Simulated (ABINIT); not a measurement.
# GaAs (F-43m): changed settings of a GW run in ABINIT

A base run on GaAs (F-43m), then changed inputs.

Program: ABINIT 10.8.3. Level of theory: PBE and many-body steps on it, plane waves. Results are calculated unless marked as measured.

**1. Starting point**

The structure is cubic, space group F-43m (No. 216). The conventional cell has a = 5.654 Å, b = 5.654 Å, c = 5.654 Å, α = 90.00°, β = 90.00°, γ = 90.00°. Nearest to Ga lie 4 As at 2.45 Å. As has 4 Ga at 2.45 Å nearest. Farther neighbours are not listed.

Structure file:

```cif
data_structure
_symmetry_space_group_name_H-M 'F-43m'
_symmetry_Int_Tables_number 216
_cell_length_a 5.6537
_cell_length_b 5.6537
_cell_length_c 5.6537
_cell_angle_alpha 90.000
_cell_angle_beta 90.000
_cell_angle_gamma 90.000
_cell_volume 180.72
loop_
_atom_site_label
_atom_site_type_symbol
_atom_site_symmetry_multiplicity
_atom_site_Wyckoff_symbol
_atom_site_fract_x
_atom_site_fract_y
_atom_site_fract_z
_atom_site_occupancy
Ga1 Ga 4 a 0.00000 0.00000 0.00000 1
As1 As 4 d 0.25000 0.25000 0.75000 1
```

The cell and positions come from the Crystallography Open Database and are kept as given unless a step says otherwise.

**2. Screening, 4×4×4 mesh, 148 bands, screening to 190.5 eV**

This step: ABINIT 10.8.3; RPA screening on PBE, plane waves, norm-conserving pseudopotentials.

The RPA dielectric matrix is built and inverted for each q.

File run.abi:

```
acell 3*1.0 Angstrom
rprim 
  0.000000000000 2.826850000000 2.826850000000
  2.826850000000 0.000000000000 2.826850000000
  2.826850000000 2.826850000000 -0.000000000000
ntypat 2
znucl 31 33
natom 2
typat 1 2
xred 
  0.000000000000 0.000000000000 0.000000000000
  0.250000000000 0.250000000000 0.250000000000
pp_dirpath "pseudos"
pseudos "Ga.upf, As.upf"
ecut 38
ngkpt 4 4 4
nshiftk 1
shiftk 0 0 0
kptopt 1
chksymbreak 0
istwfk *1
occopt 1
irdwfk 1
optdriver 3
nband 148
ecuteps 7
inclvkb 2
awtr 1
symchi 1
indata_prefix "in"
outdata_prefix "out"
tmpdata_prefix "tmp"
```

Run with:

```bash
$ OMP_NUM_THREADS=1 mpirun -n 4 abinit run.abi > log
```

The program printed:

```text
.Version 10.8.3 of ABINIT. v10.8.2 released Aug 2026.

 Symmetries : space group F-4 3 m (#216); Bravais cF (face-center cubic)
[... echo of the input left out ...]
== DATASET  1 ==================================================================
-   mpi_nproc: 4, omp_nthreads: 1 (-1 if OMP is not activated)

--- !DatasetInfo
iteration_state: {dtset: 1, }
dimensions: {natom: 2, nkpt: 8, mband: 148, nsppol: 1, nspinor: 1, nspden: 1, mpw: 3479, }
cutoff_energies: {ecut:  38.0, pawecutdg:  -1.0, }
electrons: {nelect:   2.80000000E+01, charge:   0.00000000E+00, occopt:   1.00000000E+00, tsmear:   1.00000000E-02, }

 SCREENING: Calculation of the susceptibility and dielectric matrices

 Based on a program developped by R.W. Godby, V. Olevano, G. Onida, and L. Reining.
 Incorporated in ABINIT by V. Olevano, G.-M. Rignanese, and M. Torrent.
.Using double precision arithmetic ; gwpc =  8

[... cell and pseudopotentials left out ...]
--------------------------------------------------------------------------------

 ==== K-mesh for the wavefunctions ====
 Number of points in the irreducible wedge :     8
[... list of points left out ...]
 Together with 24 symmetry operations and time-reversal symmetry
 yields    64 points in the full Brillouin Zone.

 ==== Q-mesh for the screening function ====
 Number of points in the irreducible wedge :     8
[... list of points left out ...]
 Together with 24 symmetry operations and time-reversal symmetry
 yields    64 points in the full Brillouin Zone.

 setmesh: FFT mesh size selected  =    30x   30x   30
          total number of points  =        27000

 vcoul_init : cutoff-mode = AUXILIARY_FUNCTION
 q-points for optical limit:   1
     1)      0.000010    0.000020    0.000030

- screening: taking advantage of time-reversal symmetry
- Maximum band index for partially occupied states nbvw = 14
- Remaining bands to be divided among processors   nbcw = 134
- Number of bands treated by each node ~33

 Number of electrons calculated from density =   28.0000; Expected =   28.0000
 average of density, n =  0.091838
 r_s =    1.3750
 omega_plasma =   29.2326 [eV]

 calculating chi0 at frequencies [eV] :
  1    0.000000E+00    0.000000E+00
  2    0.000000E+00    2.923258E+01

--------------------------------------------------------------------------------
  q-point number  1        q = ( 0.000000, 0.000000, 0.000000) [r.l.u.]
--------------------------------------------------------------------------------
[... chi0 elements left out ...]
 For q-point:  0.000010 0.000020 0.000030
  dielectric constant = 139.2342
  dielectric constant without local fields = 147.8489

  Average fulfillment of the sum rule on Im[epsilon] for q-point    1 :     71.34  [%]
[... wings left out ...]
  q-point number  2        q = ( 0.250000, 0.000000, 0.000000) [r.l.u.]
--------------------------------------------------------------------------------
[... chi0 elements left out ...]
  Average fulfillment of the sum rule on Im[epsilon] for q-point    2 :     87.92  [%]

 [... 6 further q-points ...]
```

Run time: 47 s. Hardware: 4 MPI ranks of Intel Xeon Platinum 8559C (Emerald Rapids), shared host; peak memory 1.1 GiB; 3.1 min of CPU time.

Numbers from this step:

```yaml
eps_infinity_with_local_fields_on_this_mesh_along_the_program_s_q_direction: 139.2
the_same_without_local_fields: 147.8
plasma_frequency: 29.23 eV
plane_waves_in_the_screening_matrix: 283
```

Local fields lower ε∞ by 6 %. The value itself is an artefact of the mesh, where one narrow direct gap carries too much weight.

**3. Base**

The self-energy is evaluated for the states that the input lists, and the levels follow from it, in one-shot runs by the linearised quasiparticle equation.

This step: G0W0 on PBE, plane waves, norm-conserving pseudopotentials.

Changes to run.abi since step 2:

```diff
@@ -23,8 +23,15 @@
 irdwfk 1
-optdriver 3
+optdriver 4
 nband 148
+gwcalctyp 0
+ecutsigx 38
+symsigma 1
+nkptgw 1
+kptgw 
+  0.0000000000 0.0000000000 0.0000000000
+bdgw 
+  12 18
 ecuteps 7
-inclvkb 2
-awtr 1
-symchi 1
+irdscr 1
+ppmodel 1
 indata_prefix "in"
```

The program printed:

```text
.Version 10.8.3 of ABINIT. v10.8.2 released Aug 2026.

 Symmetries : space group F-4 3 m (#216); Bravais cF (face-center cubic)
[... echo of the input left out ...]
== DATASET  1 ==================================================================
-   mpi_nproc: 4, omp_nthreads: 1 (-1 if OMP is not activated)

--- !DatasetInfo
iteration_state: {dtset: 1, }
dimensions: {natom: 2, nkpt: 8, mband: 148, nsppol: 1, nspinor: 1, nspden: 1, mpw: 3479, }
cutoff_energies: {ecut:  38.0, pawecutdg:  -1.0, }
electrons: {nelect:   2.80000000E+01, charge:   0.00000000E+00, occopt:   1.00000000E+00, tsmear:   1.00000000E-02, }

 SIGMA: Calculation of the GW corrections

 Based on a program developped by R.W. Godby, V. Olevano, G. Onida, and L. Reining.
 Incorporated in ABINIT by V. Olevano, G.-M. Rignanese, and M. Torrent.
.Using double precision arithmetic ; gwpc =  8

[... cell and pseudopotentials left out ...]
--------------------------------------------------------------------------------

 ==== K-mesh for the wavefunctions ====
 Number of points in the irreducible wedge :     8
[... list of points left out ...]
 Together with 24 symmetry operations and time-reversal symmetry
 yields    64 points in the full Brillouin Zone.

 ==== Q-mesh for screening function ====
 Number of points in the irreducible wedge :     8
[... list of points left out ...]
 Together with 24 symmetry operations and time-reversal symmetry
 yields    64 points in the full Brillouin Zone.

 vcoul_init : cutoff-mode = AUXILIARY_FUNCTION
 q-points for optical limit:   1
     1)      0.000010    0.000020    0.000030
 setmesh: FFT mesh size selected  =    45x   45x   45
          total number of points  =        91125

 Number of electrons calculated from density =   28.0000; Expected =   28.0000
 average of density, n =  0.091838
 r_s =    1.3750
 omega_plasma =   29.2326 [eV]

 === KS Band Gaps ===
  >>>> For spin  1
   Minimum direct gap =   0.5137 [eV], located at k-point      :   0.0000  0.0000  0.0000
   Fundamental gap    =   0.5137 [eV], Top of valence bands at :   0.0000  0.0000  0.0000
                                       Bottom of conduction at :   0.0000  0.0000  0.0000
 SIGMA fundamental parameters:
 PLASMON POLE MODEL  1
 number of plane-waves for SigmaX                 3479
 number of plane-waves for SigmaC and W            283
 number of plane-waves for wavefunctions          3479
 number of bands                                   148
 number of independent spin polarizations            1
 number of spinorial components                      1
 number of k-points in IBZ                           8
 number of q-points in IBZ                           8
 number of symmetry operations                      24
 number of k-points in BZ                           64
 number of q-points in BZ                           64
 number of frequencies for dSigma/dE                 9
 frequency step for dSigma/dE [eV]                0.25
 number of omega for Sigma on real axis              0
 max omega for Sigma on real axis  [eV]           0.00
 zcut for avoiding poles [eV]                     0.10

 EPSILON^-1 parameters (SCR file):
 dimension of the eps^-1 matrix on file            283
 dimension of the eps^-1 matrix used               283
 number of plane-waves for wavefunctions          3479
 number of bands                                   148
 number of q-points in IBZ                           8
 number of frequencies                               2
 number of real frequencies                          1
 number of imag frequencies                          1

 matrix elements of self-energy operator (all in [eV])

 Perturbative Calculation

--- !SelfEnergy_ee
iteration_state: {dtset: 1, }
kpoint     : [   0.000,    0.000,    0.000, ]
spin       : 1
KS_gap     :    0.514
QP_gap     :    1.096
Delta_QP_KS:    0.582
data: !SigmaeeData |
     Band     E0 <VxcDFT>   SigX SigC(E0)      Z dSigC/dE  Sig(E)    E-E0       E
       12   4.024 -13.358 -15.769   1.311   0.796  -0.257 -14.233  -0.875   3.149
       13   4.024 -13.358 -15.769   1.311   0.796  -0.257 -14.233  -0.875   3.149
       14   4.024 -13.358 -15.769   1.311   0.796  -0.257 -14.233  -0.875   3.149
       15   4.538 -13.901 -10.298  -3.971   0.796  -0.256 -14.194  -0.293   4.245
       16   7.763 -10.841  -6.854  -4.219   0.798  -0.253 -11.026  -0.185   7.577
       17   7.763 -10.841  -6.854  -4.219   0.798  -0.253 -11.026  -0.185   7.577
       18   7.763 -10.841  -6.854  -4.219   0.798  -0.253 -11.026  -0.185   7.577

== END DATASET(S) ==============================================================
================================================================================

 -outvars: echo values of variables after computation  --------
           etotal      0.0000000000E+00
            nband         148
             nkpt           8
          spgroup         216
 [... the other variables as echoed above ...]

 Calculation completed.
```

Run time: 11 s. Hardware: 4 MPI ranks; peak memory 1 GiB.

Numbers from this step:

```
G0W0 gap on the points computed              : 1.096 eV
starting gap on the mesh                     : 0.5137 eV
k of the valence top                         : 0, 0, 0
k of the conduction bottom                   : 0, 0, 0
Z at the valence top                         : 0.796
Z at the conduction bottom                   : 0.796
least direct G0W0 gap on the computed points : 1.096 eV
```

The gap on the mesh goes from 0.51 eV to 1.10 eV, a correction of +0.58 eV.

**4. Coulomb singularity**

Changes to run.abi since step 3:

```diff
@@ -36,2 +36,3 @@
 ppmodel 1
+gw_icutcoul 0
 indata_prefix "in"
```

The program printed:

```text
.Version 10.8.3 of ABINIT. v10.8.2 released Aug 2026.

 Symmetries : space group F-4 3 m (#216); Bravais cF (face-center cubic)
[... echo of the input left out ...]
== DATASET  1 ==================================================================
-   mpi_nproc: 4, omp_nthreads: 1 (-1 if OMP is not activated)

--- !DatasetInfo
iteration_state: {dtset: 1, }
dimensions: {natom: 2, nkpt: 8, mband: 148, nsppol: 1, nspinor: 1, nspden: 1, mpw: 3479, }
cutoff_energies: {ecut:  38.0, pawecutdg:  -1.0, }
electrons: {nelect:   2.80000000E+01, charge:   0.00000000E+00, occopt:   1.00000000E+00, tsmear:   1.00000000E-02, }

 SIGMA: Calculation of the GW corrections

 Based on a program developped by R.W. Godby, V. Olevano, G. Onida, and L. Reining.
 Incorporated in ABINIT by V. Olevano, G.-M. Rignanese, and M. Torrent.
.Using double precision arithmetic ; gwpc =  8

[... cell and pseudopotentials left out ...]
--------------------------------------------------------------------------------

 ==== K-mesh for the wavefunctions ====
 Number of points in the irreducible wedge :     8
[... list of points left out ...]
 Together with 24 symmetry operations and time-reversal symmetry
 yields    64 points in the full Brillouin Zone.

 ==== Q-mesh for screening function ====
 Number of points in the irreducible wedge :     8
[... list of points left out ...]
 Together with 24 symmetry operations and time-reversal symmetry
 yields    64 points in the full Brillouin Zone.

 === Spherical cutoff ===

  Cutoff radius .........    16.7010 [Bohr]
  Volume of the sphere ..   19512.59 [Bohr^3]
 q-points for optical limit:   1
     1)      0.000010    0.000020    0.000030
 setmesh: FFT mesh size selected  =    45x   45x   45
          total number of points  =        91125

[...]
number of q-points in BZ                           64
 number of frequencies for dSigma/dE                 9
 frequency step for dSigma/dE [eV]                0.25
 number of omega for Sigma on real axis              0
 max omega for Sigma on real axis  [eV]           0.00
 zcut for avoiding poles [eV]                     0.10

 EPSILON^-1 parameters (SCR file):
 dimension of the eps^-1 matrix on file            283
 dimension of the eps^-1 matrix used               283
 number of plane-waves for wavefunctions          3479
 number of bands                                   148
 number of q-points in IBZ                           8
 number of frequencies                               2
 number of real frequencies                          1
 number of imag frequencies                          1

 matrix elements of self-energy operator (all in [eV])

 Perturbative Calculation

--- !SelfEnergy_ee
iteration_state: {dtset: 1, }
kpoint     : [   0.000,    0.000,    0.000, ]
spin       : 1
KS_gap     :    0.514
QP_gap     :    1.123
Delta_QP_KS:    0.609
data: !SigmaeeData |
     Band     E0 <VxcDFT>   SigX SigC(E0)      Z dSigC/dE  Sig(E)    E-E0       E
       12   4.024 -13.358 -15.768   1.315   0.799  -0.252 -14.233  -0.875   3.149
       13   4.024 -13.358 -15.768   1.315   0.799  -0.252 -14.233  -0.875   3.149
       14   4.024 -13.358 -15.768   1.315   0.799  -0.252 -14.233  -0.875   3.149
       15   4.538 -13.901 -10.354  -3.879   0.800  -0.250 -14.166  -0.266   4.272
       16   7.763 -10.841  -6.889  -4.207   0.799  -0.251 -11.045  -0.204   7.559
       17   7.763 -10.841  -6.889  -4.207   0.799  -0.251 -11.045  -0.204   7.559
       18   7.763 -10.841  -6.889  -4.207   0.799  -0.251 -11.045  -0.204   7.559

== END DATASET(S) ==============================================================
================================================================================

 -outvars: echo values of variables after computation  --------
           etotal      0.0000000000E+00
            nband         148
             nkpt           8
          spgroup         216
 [... the other variables as echoed above ...]

 Calculation completed.
```

The job ended after 9.9 s (4 MPI ranks; peak memory 1 GiB; 38 s of CPU time).

Numbers from this step:

| Quantity | Value |
| --- | --- |
| G0W0 gap on the points computed | 1.123 eV |
| starting gap on the mesh | 0.5137 eV |
| k of the valence top | 0, 0, 0 |
| k of the conduction bottom | 0, 0, 0 |
| Z at the valence top | 0.799 |
| Z at the conduction bottom | 0.8 |
| least direct G0W0 gap on the computed points | 1.123 eV |

Against G0W0 in ABINIT (4×4×4 mesh, 148 bands, screening to 190.5 eV, Godby-Needs plasmon pole), the gap moves by +0.027 eV.

**5. Side by side**

Times are wall times on 4 MPI ranks of Intel Xeon Platinum 8559C (Emerald Rapids), shared host, good to a factor of about two. A run's time includes the screening step that it read.

```
                run   mesh  bands  screening cutoff (eV)  DFT gap (eV)  gap on the mesh (eV)  direct (eV)  ε∞ used  time
               base  4×4×4    148                  190.5         0.514                 1.096        1.096   139.23  57 s
Coulomb singularity  4×4×4    148                  190.5         0.514                 1.123        1.123   139.23  57 s
```

**6. Summary of results**

* base: 1.096 eV
* Coulomb singularity: 1.123 eV
* known limits: not at the basis limit; exchange with frozen shells missing; screening runs away on this mesh; no spin-orbit coupling; coarse k mesh

Coulomb singularity: +0.027 eV against base (keys changed: gw_icutcoul). Bands and cutoff are finite, so the gap is not at the basis limit. The miss can reach some tenths of an eV and take either sign; the mesh is an error of its own. In the first G0W0 run levels were corrected at 1 k point alone, so a gap called «on the mesh» is the least over those, and an edge elsewhere would be missed. The 4×4×4 mesh is coarse for this cell, which bears on the long-range parts of exchange and screening. The norm-conserving file of at least one element keeps a d shell over frozen s and p shells of the same row. Exchange with those shells is missing from the self-energy, an error of 0.3 to 0.9 eV in cases checked, whose sign depends on which edge lies on those atoms. On this mesh the RPA ε∞ passes 90, more than nearly any semiconductor shows; a coarse mesh does this where one point with a narrow direct gap carries much weight. The screening is then too strong, and the G0W0 gap should not be taken as the material's. The many-body steps are scalar-relativistic: spin-orbit coupling is not in them.

[Paths, hosts, dates, memory and timing lines, banners, echoed tables and standing remarks are left out of the program output.]

[Logs are printed without paths, hosts, clocks, repeated set-up lines and the standing remarks that a program may print on its own settings, such as how far it seeks lower states.]

[Runs of the session that timed out or met a known fault of the program may be left out.]

[No measured gap is set beside runs whose start may be inverted or whose files or cutoffs have a known fault.]

[Hosts, paths, dates, database ids (printed as entryN), source tags and the programs' standing remarks are cut or masked in the printed files.]

[G0W0 gaps are taken among the corrected bands and points alone; a level outside them can change the order at an edge.]

[Where Ansatz stands beside ABINIT at settings called matched, ABINIT's density can come from a denser mesh and the files from another edition; pairs whose starting gaps differed by over 0.03 eV were left out, so agreement reads better than it is.]
